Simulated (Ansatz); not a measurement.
# Decaying states in the gap of TlGeClF2, part 2 of 2

Aim: relax a made-up compound, TlGeClF2, and see how good a tunnel barrier it would be. It is built by putting Cl for part of the F in the TlGeF3 structure of space group P1, with the volume rescaled by atomic radii. The parent structure comes from the Materials Project.

Ansatz 0.2.0; PBEsol DFT, plane waves, PAW files (the session's first sound run).

So far, gap on path (eV): step 3 (band edges) 3.31.

The structure was built from a prototype and need not be the compound's stable phase.

### Step 6. Band edges at another level

This step: LDA DFT, plane waves, PAW files (Ansatz 0.2.0).

The edges again with LDA, at the same atoms.

Contents of input.yaml:

```yaml
crystal:
  lattice:
    - [4.633146137, 0.049053969, -0.3470575484]
    - [0.0191281096, 4.6634220559, -0.2996481381]
    - [-0.6779307754, -1.2922702349, 5.3634768846]
  atoms:
    - { symbol: Tl, position: [0.0606535022, 0.0756187562, 0.8962215441] }
    - { symbol: Ge, position: [0.4977086128, 0.4805193783, 0.4902948132] }
    - { symbol: F, position: [0.9057216802, 0.4862373285, 0.5403069006] }
    - { symbol: Cl, position: [0.549627727, 0.5735877429, 0.955583559] }
    - { symbol: F, position: [0.4862884777, 0.8940337941, 0.5575911832] }
kpoints:
  mp_grid: { grid: [6, 6, 6] }
  band_path: { path: [VBM, CBM], npoints: 30 }
scf:
  occupations: { method: fixed }
hamiltonian:
  xc: lda
output:
  eigenvalues: true
```

Started as:

```console
> ansatz run input.yaml --threads 2 --pin off --max-ram 4096MiB --backend cpu --events-out ev --progress --plain --runs-dir out
```

It took 48 s on 2 threads of Arm Neoverse V2, shared host; peak memory 0.52 GiB; 96 s of CPU time.

This step gave:

- free energy: -17996.0451 eV
- Fermi energy: 3.148 eV
- gap on the k-mesh: 3.228 eV
- gap on path: 3.221 eV, by band count; negative where bands overlap
- direct gap on path: 3.228 eV
- edge places on path: 0, 1.396 1/A along the path

Electronic bands along the path, in eV, zero at the Fermi level (highest filled level under fixed occupations); v1 is the highest filled band, c1 the lowest empty one:

```csv
point,v4,v3,v2,v1,c1,c2,c3,c4
VBM,-2.65,-1.59,-0.72,0.00,3.23,3.60,4.42,5.00
halfway,-2.70,-1.78,-1.73,-0.51,3.47,4.80,5.95,6.51
CBM,-2.65,-1.60,-0.72,-0.05,3.22,3.63,4.55,5.04
```

The searched edges give 3.22 eV, against 3.23 eV on the mesh.

### Step 7. Complex bands at another level

This step: LDA DFT, plane waves, PAW files; complex bands by layer matching along the plane's normal (Ansatz 0.2.0).

The complex bands at that level, over its own gap, at (0, 0) and (0.4167, -0.4948).

Contents of input.yaml:

```yaml
crystal:
  lattice:
    - [5.558456331, 0.0, 0.0]
    - [-0.911364266, 4.556129227, 0.0]
    - [-1.3756562, -0.182687107, 4.46227023]
  atoms:
    - { symbol: Tl, position: [0.8962215441, 0.0606535022, 0.0756187562] }
    - { symbol: Ge, position: [0.4902948132, 0.4977086128, 0.4805193783] }
    - { symbol: F, position: [0.5403069006, 0.9057216802, 0.4862373285] }
    - { symbol: Cl, position: [0.955583559, 0.549627727, 0.5735877429] }
    - { symbol: F, position: [0.5575911832, 0.4862884777, 0.8940337941] }
kpoints:
  mp_grid: { grid: [6, 6, 6] }
scf:
  occupations: { method: fixed }
hamiltonian:
  xc: lda
output:
  eigenvalues: true
  transmission:
    leads: [[0, 0]]
    kpoints: [[0.0, 0.0], [0.4167, -0.4948]]
    e_range: [-1.0, 4.22]
    de: 0.13
```

It took 32 s on 2 threads; peak memory 0.71 GiB; 62 s of CPU time.

This step gave:

- level to which the leads are filled: 1.614 eV from the Fermi level
- decay constant at the filling level, zone centre: 0.3631 Å⁻¹
- decay constant at the filling level, slowest listed point: 0.3631 Å⁻¹

K parallel (0, 0); values up to 1.5 1/Å, a degenerate pair printed once or twice; energies at which all values exceed this have no row. Table of Im kz of the slowest decaying states by energy, zero at the highest filled level on the SCF mesh:

```csv
energy (eV),decay 1 (Å⁻¹),decay 2 (Å⁻¹),decay 3 (Å⁻¹),decay 4 (Å⁻¹)
-1.00,0.201,0.221,0.556,0.977
-0.74,0.378,0.385,0.603,0.983
-0.61,0.414,0.515,0.622,0.965
-0.35,0.188,0.466,0.653,0.684
-0.22,0.229,0.487,0.668,0.742
0.04,0.284,0.526,0.728,0.809
0.30,0.319,0.566,0.691,0.836
0.43,0.331,0.589,0.671,0.842
0.69,0.350,0.630,0.636,0.845
0.82,0.356,0.624,0.640,0.844
1.08,0.364,0.606,0.645,0.838
1.34,0.366,0.591,0.643,0.828
1.47,0.365,0.584,0.640,0.823
1.73,0.360,0.569,0.632,0.809
1.86,0.355,0.562,0.627,0.801
2.12,0.341,0.546,0.614,0.784
2.38,0.322,0.528,0.598,0.764
2.51,0.311,0.518,0.589,0.753
2.77,0.282,0.497,0.570,0.729
2.90,0.265,0.486,0.559,0.715
3.16,0.222,0.459,0.535,0.686
3.42,0.161,0.428,0.508,0.651
3.55,0.115,0.409,0.493,0.631
3.81,0.362,0.459,0.581,0.825
3.94,0.330,0.441,0.550,0.809
4.20,0.195,0.399,0.440,0.779
```

K parallel (0.4167, -0.4948); values up to 1.5 1/Å, a degenerate pair printed once or twice; energies at which all values exceed this have no row. Im kz of the slowest decaying states against energy, zero at the highest filled level on the SCF mesh:

```csv
energy (eV),decay 1 (Å⁻¹),decay 2 (Å⁻¹),decay 3 (Å⁻¹),decay 4 (Å⁻¹)
-1.00,0.353,0.517,0.551,0.904
-0.74,0.396,0.480,0.505,0.885
-0.61,0.152,0.417,0.454,0.466
-0.35,0.292,0.293,0.369,0.497
-0.22,0.126,0.283,0.329,0.542
0.04,0.190,0.295,0.377,0.605
0.30,0.309,0.362,0.404,0.647
0.43,0.338,0.379,0.411,0.661
0.69,0.379,0.400,0.418,0.677
0.82,0.392,0.406,0.422,0.677
1.08,0.410,0.414,0.429,0.659
1.34,0.417,0.422,0.435,0.628
1.47,0.417,0.426,0.436,0.608
1.73,0.414,0.432,0.439,0.563
1.86,0.411,0.419,0.452,0.540
2.12,0.391,0.404,0.457,0.504
2.38,0.362,0.393,0.441,0.473
2.51,0.346,0.386,0.429,0.457
2.77,0.303,0.370,0.396,0.418
2.90,0.272,0.360,0.375,0.395
3.16,0.136,0.320,0.337,0.357
3.42,0.207,0.308,0.374,0.516
3.55,0.129,0.290,0.374,0.486
3.81,0.240,0.359,0.408,0.824
3.94,0.0630,0.223,0.345,0.354
4.20,0.0313,0.228,0.235,0.246
```

At the listed wavevectors the last open channel is at -0.09 eV and the next at +3.29 eV on the grid. At +1.60 eV, the grid energy nearest the filling level (the middle of the gap on the SCF mesh), the slowest state at the listed wavevectors decays with κ = 0.363 Å⁻¹, its amplitude falling by e over 2.8 Å; the first such run, plane (010), gave 0.371 Å⁻¹ over as many of its listed wavevectors.

### Step 8. Results

* band gap: 3.31 eV
* least decay constant at mid-gap, normal to (010): 0.371 Å⁻¹
* least decay constant at mid-gap, normal to (100): 0.347 Å⁻¹
* least decay constant, LDA: 0.363 Å⁻¹

In words: With PBEsol, the slowest decay at the wavevectors tried is κ = 0.347 Å⁻¹, normal to (100). Through such a film the transmission near mid-gap falls as exp(−2κd), a factor of ten every 3.3 Å. The directions tried decay at nearly the same rate. A free electron under a barrier of half the gap would need a mass of 0.28 mₑ to decay at this rate. The slowest decay isn't at the zone centre. With LDA the gap goes from 3.31 to 3.22 eV and the decay constant, over the first 2 listed wavevectors (which shift with the band edges), from 0.371 to 0.363 Å⁻¹. The compound is made up by substitution; its stability against other phases and against distortions of the cell's symmetry was not tested. A semilocal functional narrows gaps, while spin-orbit coupling, left out here, narrows them in compounds of heavy elements, so the error in κ can go either way.

[Logs are printed without paths, hosts, clocks, repeated set-up lines and the standing remarks that a program may print on its own settings, such as how far it seeks lower states.]

[Hosts, paths, dates, database ids (printed as entryN), source tags and the programs' standing remarks are cut or masked in the printed files.]
